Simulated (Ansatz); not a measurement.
# Ca on Cu(100): change of the work function, part 2 of 2

How does one ordered layer of Ca (hollow site) change the work function of Cu(100), and what dipole does each adsorbate carry?

Ansatz 0.2.0; plane-wave DFT, PBE, Ansatz PAW.

So far, work function, upper face (eV): step 2 (the clean slab) 4.57.

### 3. Adsorbate added

System of this step: Ca/Cu(100). The cell holds 17 atoms: 16 Cu and 1 Ca. Its edges and angles: a = 5.105 Å, b = 5.105 Å, c = 26.027 Å, α = 90.0°, β = 90.0°, γ = 90.0°. Vacuum lies along c.

The clean slab as it ended is repeated in the plane and the adsorbate is set on one face; the cell's size fixes the coverage, and the k-mesh shrinks with it to keep the sampling density about even. Adsorbate and upper layers relax, since the dipole depends on the height.

input.yaml reads:

```yaml
crystal:
  lattice:
    - [5.1053109602, 0.0, 0.0]
    - [0.0, 5.1053109602, 0.0]
    - [0.0, 0.0, 26.0268190603]
  atoms:
    - { symbol: Cu, position: [0.25, 0.25, 0.3457971556] }
    - { symbol: Cu, position: [0.0, 0.0, 0.4151486963] }
    - { symbol: Cu, position: [0.25, 0.25, 0.4857039895] }
    - { symbol: Cu, position: [0.0, 0.0, 0.553965866] }
    - { symbol: Cu, position: [0.25, 0.75, 0.3457971556] }
    - { symbol: Cu, position: [0.0, 0.5, 0.4151486963] }
    - { symbol: Cu, position: [0.25, 0.75, 0.4857039895] }
    - { symbol: Cu, position: [0.0, 0.5, 0.553965866] }
    - { symbol: Cu, position: [0.75, 0.25, 0.3457971556] }
    - { symbol: Cu, position: [0.5, 0.0, 0.4151486963] }
    - { symbol: Cu, position: [0.75, 0.25, 0.4857039895] }
    - { symbol: Cu, position: [0.5, 0.0, 0.553965866] }
    - { symbol: Cu, position: [0.75, 0.75, 0.3457971556] }
    - { symbol: Cu, position: [0.5, 0.5, 0.4151486963] }
    - { symbol: Cu, position: [0.75, 0.75, 0.4857039895] }
    - { symbol: Cu, position: [0.5, 0.5, 0.553965866] }
    - { symbol: Ca, position: [0.25, 0.25, 0.6542028444] }
kpoints:
  mp_grid: { grid: [6, 6, 1] }
hamiltonian:
  xc: pbe
scf:
  occupations: { method: fermi_dirac, width: 0.1 }
  convergence: { dr2_threshold: 1.0e-08 }
efield:
  axis: 3
  dipole_correction: true
  ramp_position: 0.97
  ramp_width: 0.06
relax:
  f_tol: 0.02
  max_steps: 60
  constraints: [{ sites: [0, 1, 4, 5, 8, 9, 12, 13] }]
output:
  dos: { projected: true, e_range: [-8, 4] }
  write_potential: true
  write_density: true
  volumetric_format: npy
  elf: true
```

Run with:

```
ansatz run input.yaml --threads 4 --pin off --max-ram 6144MiB --backend cpu --events-out ev --progress --plain --runs-dir out
```

Numbers of over 12 decimals in the logs are rounded to 6 here.

What it wrote:

```text
[...]
Crystal: 17 atoms, lattice volume = 678.368 Å³
Basis set: ecut = 420 eV, 13247 PW (Γ), exchange–correlation on 72×72×360 points (8 copies of the dense FFT grid, shifted against one another)
Bands: 189, of which v1, the nominal top of the filled ones, is band 157 counted from 1 (156 counted from 0)
Symmetry: 8 space group operations
[...]
k-points: 10 of 36
[...]
SCF iter   1: F=—  HF=-107815.319385 eV  |F-HF|=—  |Δ(HF+E_count)|=         —  Δρ=3.75e-3  dr2=2.63e0  ethr=1.77e-3  p=0.348 e·Å  D=9.28e-2 V/Å  ΔV_dip=-2.42 eV  dr2_dipole=1.44e0  V_vac-E_F(+/−)=2.17/4.58 eV  ⟨swp⟩=11.1  Hψ=9253  notcnv=0  defer=69
[...]
SCF iter  15: F=-107815.248767 eV  HF=-107815.248767 eV  |F-HF|=1.67e-8  |Δ(HF+E_count)|=   5.13e-8  Δρ=7.60e-7  dr2=4.23e-9  ethr=3.18e-12  p=0.254 e·Å  D=6.79e-2 V/Å  ΔV_dip=-1.77 eV  dr2_dipole=3.97e-10  V_vac-E_F(+/−)=2.76/4.52 eV  ⟨swp⟩=15.7  Hψ=15138  notcnv=0
SCF 1 converged in 15 iterations: F = -107815.248767 eV  dr2 = 4.23e-9
[...]
relax step   1: F+E_penalty+E_count = -107815.24876700 eV  Δ(F+E_penalty+E_count) = +0.000e0 eV  max|allowed force component| = 9.786e-1 eV/Å  Δτ_max = 0.0000 Å  (15 SCF iters, accepted)
[...]
SCF iter  13: F=-107815.406712 eV  HF=-107815.406712 eV  |F-HF|=9.15e-9  |Δ(HF+E_count)|=   2.76e-9  Δρ=6.44e-7  dr2=4.69e-9  ethr=3.18e-12  p=0.275 e·Å  D=7.35e-2 V/Å  ΔV_dip=-1.91 eV  dr2_dipole=9.74e-10  V_vac-E_F(+/−)=2.61/4.52 eV  ⟨swp⟩=13.4  Hψ=13236  notcnv=0
SCF 2 converged in 13 iterations: F = -107815.406712 eV  dr2 = 4.69e-9
relax step   2: F+E_penalty+E_count = -107815.40671207 eV  Δ(F+E_penalty+E_count) = -1.579e-1 eV  max|allowed force component| = 6.498e-1 eV/Å  Δτ_max = 0.1805 Å  (13 SCF iters, accepted)
SCF iter   1: F=—  HF=-107815.506915 eV  |F-HF|=—  |Δ(HF+E_count)|=         —  Δρ=2.88e-3  dr2=1.18e-1  ethr=3.17e-4  p=0.275 e·Å  D=7.35e-2 V/Å  ΔV_dip=-1.91 eV  dr2_dipole=1.83e-5  V_vac-E_F(+/−)=2.62/4.53 eV  ⟨swp⟩=7.5  Hψ=7330  notcnv=0  defer=103
[...]
SCF iter  13: F=-107815.483985 eV  HF=-107815.483985 eV  |F-HF|=1.28e-8  |Δ(HF+E_count)|=   2.83e-8  Δρ=4.12e-7  dr2=1.13e-9  ethr=3.18e-12  p=0.303 e·Å  D=8.09e-2 V/Å  ΔV_dip=-2.11 eV  dr2_dipole=1.86e-11  V_vac-E_F(+/−)=2.41/4.52 eV  ⟨swp⟩=13.2  Hψ=12759  notcnv=0
SCF 3 converged in 13 iterations: F = -107815.483985 eV  dr2 = 1.13e-9
[...]
relax step   3: F+E_penalty+E_count = -107815.48398509 eV  Δ(F+E_penalty+E_count) = -7.727e-2 eV  max|allowed force component| = 7.567e-2 eV/Å  Δτ_max = 0.1966 Å  (13 SCF iters, accepted)
[...]
relax step   4: F+E_penalty+E_count = -107815.48656313 eV  Δ(F+E_penalty+E_count) = -2.578e-3 eV  max|allowed force component| = 3.575e-2 eV/Å  Δτ_max = 0.0115 Å  (9 SCF iters, accepted)
SCF iter   1: F=—  HF=-107815.487117 eV  |F-HF|=—  |Δ(HF+E_count)|=         —  Δρ=3.51e-4  dr2=4.44e-4  ethr=1.88e-6  p=0.303 e·Å  D=8.07e-2 V/Å  ΔV_dip=-2.10 eV  dr2_dipole=1.56e-5  V_vac-E_F(+/−)=2.42/4.52 eV  ⟨swp⟩=2.8  Hψ=3846  notcnv=0  defer=114
[...]
SCF iter   8: F=-107815.486991 eV  HF=-107815.486991 eV  |F-HF|=2.82e-9  |Δ(HF+E_count)|=   8.09e-9  Δρ=1.03e-6  dr2=7.49e-9  ethr=3.18e-12  p=0.303 e·Å  D=8.08e-2 V/Å  ΔV_dip=-2.10 eV  dr2_dipole=7.07e-10  V_vac-E_F(+/−)=2.42/4.52 eV  ⟨swp⟩=12.6  Hψ=13535  notcnv=0
SCF 5 converged in 8 iterations: F = -107815.486991 eV  dr2 = 7.49e-9
relax step   5: F+E_penalty+E_count = -107815.48699066 eV  Δ(F+E_penalty+E_count) = -4.275e-4 eV  max|allowed force component| = 9.564e-3 eV/Å  Δτ_max = 0.0077 Å  (8 SCF iters, accepted)
NSCF: frozen V_eff on 10 k-points
[...]
SCF converged after 8 iterations
Free energy (F): -107815.486991 eV
[...]
Internal energy: -107815.256013 eV  (E = F + TS)
E sigma→0 (E₀):  -107815.371502 eV
Entropy (-TS):   -0.230978 eV (-13.587 meV/atom)
Fermi energy:    2.749982 eV
Dipole field:    D = 0.080789 V/Å  (p = 0.302871 e·Å, saw-weighted, corrected)
Work function:   Φ+ = 2.4160 eV   Φ− = 4.5187 eV
[...]
--- Forces (eV/Å), atoms counted from 1 ---
  atom   1  Cu     0.00000000    -0.00000000     0.11643065
  atom   2  Cu     0.02171085     0.02171085    -0.11622216
  atom   3  Cu     0.00000000    -0.00000000     0.00096424
  atom   4  Cu    -0.00152323    -0.00152323     0.00236491
  atom   5  Cu     0.00000000     0.00000000     0.12124154
  atom   6  Cu     0.02171085    -0.02171085    -0.11622216
  atom   7  Cu    -0.00000000    -0.00000000    -0.00069179
  atom   8  Cu    -0.00152323     0.00152323     0.00236491
  atom   9  Cu     0.00000000     0.00000000     0.12124154
  atom  10  Cu    -0.02171085     0.02171085    -0.11622216
  atom  11  Cu     0.00000000     0.00000000    -0.00069179
  atom  12  Cu     0.00152323    -0.00152323     0.00236491
  atom  13  Cu     0.00000000     0.00000000     0.10667848
  atom  14  Cu    -0.02171085    -0.02171085    -0.11622216
  atom  15  Cu    -0.00000000    -0.00000000    -0.00020237
  atom  16  Cu     0.00152323     0.00152323     0.00236491
  atom  17  Ca    -0.00000000     0.00000000    -0.00956433
  max |Σ_I F_I| component: 2.28e-5 eV/Å
--- Band table (eV; the first three rows and the last of 10) ---
  k-point 0: bands = [... 153 lower, 2.2953, 2.2995, 2.2995, 2.5077, 2.5164, 2.7173, 2.7173, 2.7712, ... 28 higher]
  k-point 1: bands = [... 153 lower, 1.6899, 2.5416, 2.5754, 2.6321, 2.6481, 2.9690, 2.9795, 3.8990, ... 28 higher]
  k-point 2: bands = [... 153 lower, 1.9611, 2.2904, 2.9219, 2.9289, 3.3150, 3.4364, 3.6944, 3.9433, ... 28 higher]
  k-point 9: bands = [... 153 lower, 1.4692, 1.4851, 1.4902, 2.6945, 2.7164, 2.7164, 2.7356, 4.1842, ... 28 higher]
--- Relaxed structure (5 steps of the walk, 5 accepted, 0 SCFs on fresh bases) ---
  F+E_penalty+E_count = -107815.48699066 eV   max|allowed force component| = 9.564e-3 eV/Å
  atoms:
    - { symbol: Cu, position: [0.25, 0.25, 0.345797] }
    - { symbol: Cu, position: [0.0, 0.0, 0.415149] }
    - { symbol: Cu, position: [0.25, 0.25, 0.485857] }
    - { symbol: Cu, position: [-0.00282982, -0.00282982, 0.554975] }
    - { symbol: Cu, position: [0.25, 0.75, 0.345797] }
    - { symbol: Cu, position: [0.0, 0.5, 0.415149] }
    - { symbol: Cu, position: [0.25, 0.75, 0.485535] }
    - { symbol: Cu, position: [-0.00282982, 0.502830, 0.554975] }
    - { symbol: Cu, position: [0.75, 0.25, 0.345797] }
    - { symbol: Cu, position: [0.5, 0.0, 0.415149] }
    - { symbol: Cu, position: [0.75, 0.25, 0.485535] }
    - { symbol: Cu, position: [0.502830, -0.00282982, 0.554975] }
    - { symbol: Cu, position: [0.75, 0.75, 0.345797] }
    - { symbol: Cu, position: [0.5, 0.5, 0.415149] }
    - { symbol: Cu, position: [0.75, 0.75, 0.484806] }
    - { symbol: Cu, position: [0.502830, 0.502830, 0.554975] }
    - { symbol: Ca, position: [0.25, 0.25, 0.639667] }
```

The job ended after 65 s (4 threads of AMD EPYC 9R45, shared host; peak memory 3.3 GiB; 4.2 min of CPU time).

Step by step:

```
step  energy less that of the first step (eV)  largest force component (eV/Å)
   1                                   0.0000                          0.9786
   2                                  -0.1579                          0.6498
   3                                  -0.2352                          0.0757
   4                                  -0.2378                          0.0357
   5                                  -0.2382                          0.0096
```

Forces are held to the 8 operations that the run works with; a distortion that breaks them can't arise in this run.

The atoms that moved most (Å):

```
atom      dx      dy      dz  length
Ca17   0.000   0.000  -0.378   0.378
Cu16   0.014   0.014   0.026   0.033
Cu12   0.014  -0.014   0.026   0.033
 Cu8  -0.014   0.014   0.026   0.033
 Cu4  -0.014  -0.014   0.026   0.033
Cu15   0.000   0.000  -0.023   0.023
```

Final coordinates:

```xyz
17
Lattice="5.1053 0.0000 0.0000 0.0000 5.1053 0.0000 0.0000 0.0000 26.0268" Properties=species:S:1:pos:R:3
Cu    1.2763    1.2763    9.0000
Cu    0.0000    0.0000   10.8050
Cu    1.2763    1.2763   12.6453
Cu   -0.0144   -0.0144   14.4442
Cu    1.2763    3.8290    9.0000
Cu    0.0000    2.5527   10.8050
Cu    1.2763    3.8290   12.6369
Cu   -0.0144    2.5671   14.4442
Cu    3.8290    1.2763    9.0000
Cu    2.5527    0.0000   10.8050
Cu    3.8290    1.2763   12.6369
Cu    2.5671   -0.0144   14.4442
Cu    3.8290    3.8290    9.0000
Cu    2.5527    2.5527   10.8050
Cu    3.8290    3.8290   12.6180
Cu    2.5671    2.5671   14.4442
Ca    1.2763    1.2763   16.6485
```

Numbers from this step:

| Item | Value |
| --- | --- |
| energy at zero smearing | -107815.3715 eV |
| work function, upper face | 2.416 eV |
| work function, lower face | 4.519 eV |
| dipole along the normal | 0.3029 e·Å |
| step between the vacuum levels | -2.103 eV |

Running mean over 1.805 Å of the planar mean; the ramp of the sawtooth is left out. Electron's electrostatic potential energy less the Fermi level against z:

z (Å), electron's electrostatic potential energy less the Fermi level (eV) and a bar from the least value:
```
      3.5       4.52 ##############################
      4.0       4.52 ##############################
      4.5       4.52 ##############################
      5.0       4.52 ##############################
      5.5       4.51 ##############################
      6.0       4.48 ##############################
      6.5       4.39 ##############################
      7.0       4.05 #############################
      7.5       2.67 ##########################
      8.0      -1.47 #################
      8.5      -6.20 ######
      9.0      -8.31 #
      9.5      -8.64 
     10.0      -8.73 
     10.5      -8.79 
     11.0      -8.76 
     11.5      -8.60 
     12.0      -8.61 
     12.5      -8.76 
     13.0      -8.78 
     13.5      -8.72 
     14.0      -8.68 
     14.5      -8.36 #
     15.0      -6.34 ######
     15.5      -2.83 #############
     16.0      -1.06 #################
     16.5      -1.44 #################
     17.0      -1.51 ################
     17.5      -0.54 ###################
     18.0       0.84 ######################
     18.5       1.67 ########################
     19.0       2.05 ########################
     19.5       2.24 #########################
     20.0       2.34 #########################
     20.5       2.38 #########################
     21.0       2.40 #########################
     21.5       2.41 #########################
     22.0       2.41 #########################
     22.5       2.41 #########################
```

The density of states has structure finer than the step of the table below, so its rows give means over 0.25 eV, whole bins alone (the curve runs from -8 to 1.98 eV). Peaks (eV: height): -2.890: 79.8, -2.770: 90.9, -2.530: 83.7, -2.200: 80.4, -1.860: 79.6, -1.710: 90.9, -1.530: 83.1.

Table of density of states by energy, zero at the Fermi level; means over each step:

energy (eV), density of states (states/eV a cell) and a bar:
```
    -7.75        1.1 
    -7.50        1.2 
    -7.25        1.5 
    -7.00        2.6 #
    -6.75        2.9 #
    -6.50        2.0 
    -6.25        2.5 #
    -6.00        3.0 #
    -5.75        3.9 #
    -5.50        3.6 #
    -5.25        5.2 ##
    -5.00        7.1 ##
    -4.75       12.1 ####
    -4.50       18.1 #######
    -4.25       23.5 #########
    -4.00       39.8 ###############
    -3.75       25.8 ##########
    -3.50       33.0 ############
    -3.25       42.7 ################
    -3.00       50.5 ###################
    -2.75       66.2 #########################
    -2.50       54.2 #####################
    -2.25       69.0 ##########################
    -2.00       64.2 ########################
    -1.75       78.6 ##############################
    -1.50       45.0 #################
    -1.25       11.7 ####
    -1.00        7.5 ##
    -0.75        5.4 ##
    -0.50        5.6 ##
    -0.25        6.9 ##
     0.00        8.4 ###
     0.25        6.2 ##
     0.50        6.9 ##
     0.75        6.2 ##
     1.00        3.8 #
     1.25       10.3 ####
     1.50        9.7 ###
     1.75       11.7 ####
```

Projected DOS per atom over height of the atomic layer and energy from the Fermi level. Layers: Cu4 Cu4 Cu4 Cu4 Ca from below.

Values in states/eV, 22 rows by 5 columns, each cell a mean:
```
0.12 0.14 0.14 0.21 0.05
0.20 0.22 0.21 0.23 0.24
0.13 0.15 0.12 0.13 0.32
0.23 0.25 0.22 0.21 0.77
0.35 0.30 0.36 0.30 0.56
0.29 0.25 0.23 0.26 0.49
0.53 0.37 0.34 0.33 0.33
3.34 2.08 1.73 1.26 0.20
5.66 3.63 4.14 4.18 0.16
4.78 3.09 3.32 5.02 0.22
3.24 3.29 3.43 4.52 0.22
2.07 2.89 2.64 3.15 0.11
1.31 2.15 1.92 1.93 0.01
1.01 2.80 2.69 1.38 0.02
0.56 1.25 1.31 0.71 0.06
0.29 0.51 0.58 0.37 0.04
0.18 0.30 0.30 0.22 0.02
0.13 0.26 0.25 0.16 0.01
0.10 0.16 0.15 0.12 0.01
0.14 0.20 0.17 0.17 0.02
0.04 0.13 0.13 0.05 0.00
0.03 0.11 0.11 0.03 0.00
```
Columns: height of the atomic layer (Å) from 9 to 16.6 (not evenly spaced); rows upwards: energy from the Fermi level (eV) from -7.96 to 1.95.

Valence density in the ca plane at fractional y = 0.250, with atoms of Cu and Ca within 0.2 Å of it. It is the smooth field of the valence electrons, not physical close to the nuclei.

Values in e/Å³, 8 rows by 16 columns, each cell a mean:
```
 0  1  0  0  0  1  0  0  0  0  0  0  0  0  0  0
 0 19  4  0  2 20  0  0  0  0  0  0  0  0  0  0
 0 11  2  0  1 12  0  0  0  0  0  0  0  0  0  0
 0  0  0  0  0  0  0  0  0  0  0  0  0  0  0  0
 0  1  0  0  0  1  0  0  0  1  0  0  0  0  0  0
 0 19  4  0  2 20  0  0  1  5  0  0  0  0  0  0
 0 11  2  0  1 12  0  0  1  3  0  0  0  0  0  0
 0  0  0  0  0  0  0  0  0  0  0  0  0  0  0  0
```
Columns run along c (16.0 Å, from fractional 0.29 to 0.90 of the cell), rows up along a (5.1 Å). Atoms in or near the plane, at fractional coordinates: Cu at (0.35, 0.25), Cu at (0.49, 0.25), Cu at (0.35, 0.75), Cu at (0.49, 0.75), Ca at (0.64, 0.25).

Electrostatic potential energy in the ca plane at fractional y = 0.250, with atoms of Cu and Ca within 0.2 Å of it. With pseudopotentials it is smooth inside the atoms' cores, unlike the true potential.

Ten even steps from '0' (-51 eV) to '9' (6 eV), each cell a mean:
```
99988899999998889999999999999999999999999999
99853479999985347999999999999999999999999999
99620048999961004899999999999999999999999999
99610038999961003899999999999999999999999999
99731158999973125999999999999999999999999999
99976689999997678999999999999999999999999999
99999999999999999999999998899999999999999999
99988899999998889999999887788999999999999999
99853479999985347999999742368999999999999999
99620048999971004899998510037899999999999999
99610038999961003899998500037899999999999999
99731158999973125999998620157899999999999999
99976689999997678999999865678999999999999999
99999999999999999999999988889999999999999999
```
Columns run along c (16.0 Å, from fractional 0.29 to 0.90 of the cell; values clipped at the 3rd and 97th percentile), rows up along a (5.1 Å). Atoms in or near the plane, at fractional coordinates: Cu at (0.35, 0.25), Cu at (0.49, 0.25), Cu at (0.35, 0.75), Cu at (0.49, 0.75), Ca at (0.64, 0.25).

ELF in the ca plane at fractional y = 0.250, with atoms of Cu and Ca within 0.2 Å of it. It is the smooth field of the valence electrons, not physical close to the nuclei.

Ten even steps from '0' (0.00) to '9' (0.85), each cell a mean:
```
12222223222322222332234310001244321000000000
11122222222222222232233332222333211000000000
11237622222224752223223333333332110000000000
11249722222224972123222333333332110000000000
11124322222222432232233333223333210000000000
11122222222322222232233321112344321000000000
12222233222332223322333200000135432100000000
12222223222322222332332124420025653210000000
11122222222222222233331389972014664210000000
11237622222223752123321699994014665310000000
11249722222224972123321699995114665310000000
11124322222222432223321499983014664310000000
11122222222322222232332157741025654210000000
12222233222332223322333101100135542100000000
```
Columns run along c (16.0 Å, from fractional 0.29 to 0.90 of the cell), rows up along a (5.1 Å). Atoms in or near the plane, at fractional coordinates: Cu at (0.35, 0.25), Cu at (0.49, 0.25), Cu at (0.35, 0.75), Cu at (0.49, 0.75), Ca at (0.64, 0.25).

The relaxation took 5 steps and lowered the energy by 0.24 eV; the largest force on the free atoms ends at 0.0096 eV/Å.

By hand: a sheet of dipoles makes a step −p/(ε₀A) in the electron's potential. With e/ε₀ = 180.95 V·Å, p = 0.3029 e·Å and A = 26.06 Å², that is −180.95 × (0.3029) / 26.06 = -2.103 eV, and the two vacuum levels of the run differ by -2.103 eV.

The covered face has 2.42 eV, -2.15 eV against the clean one; the bare back face has moved by -0.06 eV, a measure of how thin the slab is.

### 4. Work function against coverage

This step: plane-wave DFT, PBE, Ansatz PAW; work function against coverage (Ansatz 0.2.0).

The runs are now put side by side.

Numbers from this step:

```yaml
work_function_of_the_clean_face: 4.571 eV
largest_change_of_the_work_function: -2.155 eV
```

Table of work function of the covered face by coverage:

```
coverage (adsorbates/nm²)  work function of the covered face (eV)
                     0.00                                    4.57
                     3.84                                    2.42
```

The dipole per adsorbate comes from the change of the cell's dipole. Coverage, by row:

```
coverage (1/nm²)  coverage (ML)  work function (eV)  change (eV)  dipole per adsorbate, positive end outwards (debye)  mean height of the added atoms over the highest substrate atom (Å)
           3.837           0.25               2.416       -2.155                                                1.447                                                               2.204
```

### 5. Results

| Item | Value |
| --- | --- |
| work function of the clean face | 4.57 eV |
| work function at 0.25 ML | 2.42 eV |
| dipole per adsorbate at 0.25 ML, positive end outwards | 1.45 D |

What this shows: Ca lowers the work function of Cu(100) at the lowest coverage, by 2.15 eV: the adsorbate layer has its positive end outwards. One coverage alone was completed, so no trend follows. The slab has 4 layers, at the tabulated experimental lattice constant, one starting site was run, and quantum-size effects of a slab this thin can reach one or two tenths of an eV.

[Logs are printed without paths, hosts, clocks, repeated set-up lines and the standing remarks that a program may print on its own settings, such as how far it seeks lower states.]

[Hosts, paths, dates, database ids (printed as entryN), source tags and the programs' standing remarks are cut or masked in the printed files.]

[Maps of the electrostatic potential energy from Ansatz leave out the sawtooth potential of an applied field or a dipole correction, so their vacuum need not be flat; planar profiles and work functions include it.]

[The density of states shown here was stored with 400 of the rows of the run's finer table, so its peaks can read low, often by over a quarter, or be missed, and its means over a window can be off by a tenth or more.]
